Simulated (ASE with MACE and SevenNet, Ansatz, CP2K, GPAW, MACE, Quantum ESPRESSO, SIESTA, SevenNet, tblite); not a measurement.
# Machine-learned potentials runs on twisted graphene double bilayer, 27.80° (104 atoms)

Aim: run twisted graphene double bilayer, 27.80° (104 atoms) in machine-learned potentials and see how near its forces come to a plane-wave reference, and at what cost.

Method: the method is named at each step, in ASE with MACE and SevenNet.

## 1. The starting structure

The cell holds 104 atoms: 104 C. Its edges and angles: a = 8.870 Å, b = 8.870 Å, c = 24.180 Å, α = 90.0°, β = 90.0°, γ = 120.0°. It derives from C (graphene). Graphene (a = 2.46 Å) under graphene (a = 2.46 Å), double bilayer, commensurate cell of 13 unit cells a layer, twist 27.80 deg; facing planes 3.33, 3.52, 3.33 Å apart as built; 14 Å of vacuum; minimised with a classical potential. Then every atom was moved at random, 0.05 Å r.m.s. a Cartesian component. Regions: layer 1, 26 atoms (26 C); layer 2, 26 atoms (26 C); layer 3, 26 atoms (26 C); layer 4, 26 atoms (26 C). Vacuum lies along c.

The yardstick, on the same geometry:

- method: Kohn-Sham DFT, PBE, PAW, plane waves (Ansatz 0.2.0); cutoff 420 eV, Γ point, fermi-dirac smearing of 0.05 eV; PAW set soft_2
- r.m.s. force component: 2.963 eV/Å
- longest force: 12.69 eV/Å
- SCF cycles: 9
- time: 9.9 s on 8 threads of Arm Neoverse V2, shared host
- CPU time: 73 s

## 2. MACE MPA-0 medium potential

Method: machine-learned interatomic potential MACE MPA-0 medium, trained on PBE(+U) plane-wave data.

Input file run.py:

```python
import numpy as np
from ase.io import read
import mlip  # loads the published weights by name

atoms = read("structure.xyz")
atoms.calc = mlip.calc("mace-mpa-0-medium")
energy = atoms.get_potential_energy()
forces = atoms.get_forces()
print(f"energy {energy:.6f} eV")
print("forces (eV/A)")
for i, (a, f) in enumerate(zip(atoms, forces)):
    print(f"{i:4d} {a.symbol:2s} {f[0]:10.5f} {f[1]:10.5f} {f[2]:10.5f}")
```

Input file structure.xyz:

```xyz
104
Lattice="8.86970 0.00000 0.00000 -4.43485 7.68139 0.00000 0.00000 0.00000 24.18000" Properties=species:S:1:pos:R:3 pbc="T T T"
C 0.27567 1.43780 7.02598
C 1.33799 0.43707 7.02792
C -0.36574 3.62339 7.05476
C 0.69632 2.76015 6.93990
C -1.01190 6.20265 7.06757
C -0.03038 5.06042 7.08740
C 2.74318 0.80232 7.04629
C -0.63214 7.60442 7.07072
C 2.08269 3.17426 6.96577
C 2.97015 2.13504 6.94764
C 1.39560 5.51762 7.03179
C 2.37043 4.48562 7.03396
C 5.12842 0.26432 7.01534
C 1.68143 6.81508 7.01679
C 4.47082 2.56105 7.02115
C 5.41154 1.59950 7.04968
C 3.70257 4.84127 7.00567
C 4.77957 3.93402 7.06467
C 3.06036 7.30277 6.91959
C 3.99447 6.25065 6.99020
C 6.74856 1.93456 7.00857
C 7.83731 1.08023 7.02139
C 6.15273 4.36364 7.02647
C -1.66267 3.33011 7.03275
C -3.45395 6.72798 6.95489
C -2.31371 5.72824 7.10916
C 0.74270 2.69502 10.44987
C 1.69447 1.74014 10.45712
C -0.02967 5.12280 10.44673
C 0.98596 4.09372 10.39063
C -0.58833 7.51793 10.42545
C 0.29328 6.55107 10.35291
C 3.05725 2.16239 10.36040
C 4.15528 1.13577 10.32002
C 2.35863 4.51973 10.38120
C 3.40672 3.55380 10.39256
C 1.64994 6.90588 10.36645
C 2.69923 5.91421 10.41844
C 5.44440 1.69098 10.32027
C 6.44552 0.64938 10.39547
C 4.83279 3.83755 10.43488
C 5.90886 2.89704 10.47236
C 4.09904 6.26832 10.51032
C 5.13990 5.26267 10.46607
C 7.88042 1.02785 10.32486
C 4.41543 7.63330 10.45833
C -1.71274 3.33864 10.49194
C -0.72714 2.39951 10.45060
C -2.49012 5.75328 10.40248
C -1.37006 4.76054 10.47598
C 1.36092 0.44083 10.37902
C -1.99985 7.08286 10.39015
C 6.18546 0.76153 13.87956
C 5.75918 2.12606 13.66484
C 4.33804 2.65799 13.81718
C 4.06538 3.96029 13.74536
[... 44 atom lines left out ...]
C 5.75142 2.13750 17.11823
C 5.43141 3.52353 17.15644
C 4.09545 3.90668 17.15402
C 3.78705 5.37398 17.20020
```

Command:

```bash
$ OMP_NUM_THREADS=1 python run.py > output.txt
```

The log of the run:

```text
energy -939.468924 eV
forces (eV/A)
   0 C     4.61590   -0.80747   -0.49052
   1 C    -0.92908   -2.07613   -0.28811
   2 C     3.06374    6.04137   -0.23964
   3 C     0.41981   -0.45677    0.76758
   4 C     2.27251   -3.34772    0.50205
   5 C     1.17882    2.69542   -0.47684
   6 C    -3.41738    0.29996   -0.28602
   7 C    -1.21016   -3.74451   -0.24585
   8 C    -4.47603   -2.89373   -0.19834
   9 C     6.61353    2.56601    0.58571
  10 C    -4.35304   -4.75351    0.33609
  11 C     1.07329    2.36077   -0.37129
  12 C     0.18124   -4.13054    0.38703
  13 C     1.78451    7.43048   -0.63482
  14 C    -5.23492    1.24672   -0.13559
  15 C     2.48907   -0.73996   -0.44988
  16 C     1.43728    2.53599    0.35541
  17 C     0.64099   -0.17491   -0.67469
  18 C    -0.96117   -0.70620    1.16741
  19 C     3.31952    1.83384   -0.62753
  20 C     3.24617    3.82937    0.34530
  21 C    -3.10751   -5.28797   -0.71268
  22 C     1.68727   -0.94770    0.71720
  23 C    -6.70941   -1.53252   -0.03828
[...]
96 C     4.76996    6.73700    0.05550
  97 C    -8.03283  -10.59280    0.28446
  98 C     0.59677    1.55347    0.80698
  99 C     3.35691   -4.38781   -0.86324
 100 C     2.68546   -0.63250    0.54013
 101 C     1.26153   -0.03611   -0.26248
 102 C    -0.11199    3.34319   -0.36545
 103 C    -3.33641   -4.56834   -0.43809
```

Wall time 8.3 s (1 thread of Arm Neoverse V2, shared host); peak memory 1.3 GiB.

Banners, paths, timers and routine set-up lines are dropped from the logs unmarked, and long logs keep their key lines alone; longer cuts are marked.

Compared with the plane-wave run:

```
r.m.s. force component                  : 3.162 eV/Å
r.m.s. difference of force components   : 276.1 meV/Å
longest difference of force vectors     : 995.6 meV/Å
force difference over r.m.s. force      : 9.317 %
slope of forces against the reference's : 1.065
correlation of force components         : 0.998
```

A closer look about C49, picked at random: 10 atoms, nearest first, numbered in the order of the input, with positions taken from that point.

```csv
atom,x,y,z,distance (Å),bonds,Fx,Fy,Fz (eV/Å)
C49,0.00,0.00,0.00,0.00,3,7.68,-0.79,0.45
C44,-1.24,-0.49,0.06,1.33,3,-4.19,-0.68,0.06
C52,0.49,1.33,-0.01,1.42,3,-2.70,2.90,0.09
C50,1.12,-0.99,0.07,1.50,3,-2.28,-0.75,-0.24
C43,-2.28,0.52,0.11,2.34,3,-1.42,-0.41,-0.74
C51,-0.58,2.37,-0.02,2.44,3,0.32,-6.36,0.63
C41,-1.55,-1.92,0.03,2.46,3,-1.29,3.71,0.24
C47,0.78,-2.41,0.09,2.54,3,3.99,3.46,-0.01
C29,2.46,-0.63,0.04,2.54,3,-0.06,0.27,-0.61
C31,1.90,1.76,0.02,2.59,3,-6.30,-1.40,-0.61
```

Atoms are counted from 1 here, from 0 in the log.

Forces lie 9.3 % from the reference's, at 0.11 times its CPU time (on 1 against 8 cores).

## 3. MACE MP-0b3 medium potential

Method: machine-learned interatomic potential MACE MP-0b3 medium, trained on PBE(+U) plane-wave data.

run.py, as its differences from that of step 2:

```diff
@@ -5,3 +5,3 @@
 atoms = read("structure.xyz")
-atoms.calc = mlip.calc("mace-mpa-0-medium")
+atoms.calc = mlip.calc("mace-mp-0b3-medium")
 energy = atoms.get_potential_energy()
```

structure.xyz is that of step 2.

The log of the run:

```text
energy -938.553291 eV
forces (eV/A)
   0 C     3.82061   -0.90299   -0.46591
   1 C    -0.81185   -1.75263   -0.30016
   2 C     2.44825    5.45379   -0.28281
   3 C     0.38364   -0.42652    0.68314
   4 C     1.94694   -3.08580    0.50450
   5 C     0.91449    2.50045   -0.45897
   6 C    -2.88800    0.21189   -0.36218
   7 C    -0.97828   -3.39845   -0.25068
   8 C    -3.68470   -2.53381   -0.24047
   9 C     5.76565    2.31872    0.56212
  10 C    -3.60146   -3.85830    0.32257
  11 C     0.88877    1.95213   -0.36809
  12 C     0.20571   -3.57950    0.32411
  13 C     1.29845    6.29150   -0.66413
  14 C    -4.54796    0.95473   -0.18650
  15 C     1.93123   -0.64227   -0.41662
  16 C     1.18915    2.35403    0.32771
  17 C     0.58085   -0.09911   -0.63980
  18 C    -0.87682   -0.67084    1.07818
  19 C     3.07585    1.65904   -0.68760
  20 C     2.83237    3.25001    0.29065
  21 C    -2.59096   -4.68663   -0.69836
  22 C     1.43612   -0.83266    0.70925
  23 C    -5.62845   -1.12746   -0.12844
[...]
96 C     4.13028    6.04690    0.17636
  97 C    -6.59396   -9.37925    0.35228
  98 C     0.50558    1.33343    0.87804
  99 C     2.73741   -3.97474   -0.84836
 100 C     2.48992   -0.43526    0.61265
 101 C     1.22076    0.22872   -0.29032
 102 C    -0.26320    3.00371   -0.35207
 103 C    -2.92302   -3.94793   -0.38829
```

The job ended after 8.2 s (1 thread; peak memory 1.3 GiB).

Numbers from this run, and their distance from the reference:

- r.m.s. force component: 2.815 eV/Å
- r.m.s. difference of force components: 248 meV/Å
- longest difference of force vectors: 1257 meV/Å
- force difference over r.m.s. force: 8.368 %
- slope of forces against the reference's: 0.9478
- correlation of force components: 0.9976

Against the first run (9.3 %), the force difference from the reference is 8.4 %, at 1.0 times the CPU time.

## 4. SevenNet l3i5 potential

Method: machine-learned interatomic potential SevenNet l3i5, trained on PBE(+U) plane-wave data.

run.py, as its differences from that of step 3:

```diff
@@ -5,3 +5,3 @@
 atoms = read("structure.xyz")
-atoms.calc = mlip.calc("mace-mp-0b3-medium")
+atoms.calc = mlip.calc("7net-l3i5")
 energy = atoms.get_potential_energy()
```

structure.xyz is that of step 3.

The log of the run:

```text
energy -940.261902 eV
forces (eV/A)
   0 C     4.58776   -0.98841   -0.49582
   1 C    -0.94504   -2.00690   -0.33421
   2 C     3.09682    5.93459   -0.36562
   3 C     0.23828   -0.40748    0.80745
   4 C     2.01104   -3.20558    0.50276
   5 C     1.13075    2.82099   -0.38016
   6 C    -3.28533    0.04403   -0.29016
   7 C    -1.19741   -3.82892   -0.32108
   8 C    -4.18996   -2.75962   -0.23779
   9 C     6.03108    2.52370    0.56663
  10 C    -3.88241   -4.68363    0.29321
  11 C     0.83179    2.29695   -0.33737
  12 C     0.19818   -3.94368    0.48330
  13 C     1.51385    7.23686   -0.71971
  14 C    -4.79580    1.15600   -0.07940
  15 C     2.47442   -0.79055   -0.57681
  16 C     1.53150    2.54872    0.41648
  17 C     0.78259    0.09521   -0.77942
  18 C    -1.15374   -0.68154    1.25617
  19 C     3.36489    1.73410   -0.77125
  20 C     3.00807    3.55449    0.40938
  21 C    -3.02274   -5.23976   -0.75397
  22 C     1.63373   -0.70756    0.81645
  23 C    -6.63175   -1.13506   -0.11875
[...]
96 C     4.83907    6.48096    0.13223
  97 C    -7.56043  -10.29906    0.26833
  98 C     0.62847    1.41768    0.80223
  99 C     3.22196   -4.12414   -0.85006
 100 C     2.64537   -0.40027    0.63860
 101 C     0.94479    0.14424   -0.23962
 102 C    -0.31897    3.14541   -0.33378
 103 C    -3.17226   -4.36718   -0.43524
```

It took 12 s on 1 thread; peak memory 2.1 GiB.

Numbers from this run, and their distance from the reference:

| Quantity | Value |
| --- | --- |
| r.m.s. force component | 3.002 eV/Å |
| r.m.s. difference of force components | 187.2 meV/Å |
| longest difference of force vectors | 731.5 meV/Å |
| force difference over r.m.s. force | 6.318 % |
| slope of forces against the reference's | 1.011 |
| correlation of force components | 0.9981 |

Against the first run (9.3 %), the force difference from the reference is 6.3 %, at 1.5 times the CPU time.

## 5. The ladder

Differences are against the plane-wave reference, forces as r.m.s. over components; share is that over the reference's r.m.s. force, slope the least-squares factor from reference forces to these. Total energies of different programs have different zeros and aren't compared.

| run | Δ force, r.m.s. (meV/Å) | share (%) | slope | cores | CPU time | memory (GiB) |
| --- | --- | --- | --- | --- | --- | --- |
| reference | - | - | - | 8 | 73 s | 1.7 |
| MACE MPA-0 medium potential | 276 | 9.32 | 1.065 | 1 | 7.9 s | 1.3 |
| MACE MP-0b3 medium potential | 248 | 8.37 | 0.948 | 1 | 8 s | 1.3 |
| SevenNet l3i5 potential | 187 | 6.32 | 1.011 | 1 | 12 s | 2.1 |

Times of the machine-learned potentials are mostly Python's start and the loading of weights.

CPU time is summed over cores on a shared host, where runs went side by side, so it is rough. Symmetry, cutoffs, thresholds, outputs and thread counts weren't matched or tuned between programs; memory under MPI is the largest rank's times the ranks.

## 6. Summary of results

| Property | Result |
| --- | --- |
| nearest in forces | SevenNet l3i5 potential, 6.3 % |
| its CPU time | 12 s |

Machine-learned potentials differ by 6.3 % (SevenNet l3i5 potential) to 9.3 % (MACE MPA-0 medium potential); they were trained on other programs' data. Machine-learned potentials mimic data converged in k, so the reference's own k-point error enters their differences. The reference's PBE has no dispersion term, which matters for the binding between molecules or layers. One k-point is far too coarse for the carbon or group-IV sheet, and it can put spurious forces of up to about 1 eV/Å on the sheet's atoms. The electronic-structure runs sample only Γ, in a cell whose shortest periodic width is 8 Å.

[Also dropped from logs without a mark: logging warnings of Python, and SIESTA's first energy breakdown and zero terms.]

[Logs are printed without paths, hosts, clocks, repeated set-up lines and the standing remarks that a program may print on its own settings, such as how far it seeks lower states.]

[Hosts, paths, dates, database ids (printed as entryN), source tags and the programs' standing remarks are cut or masked in the printed files.]
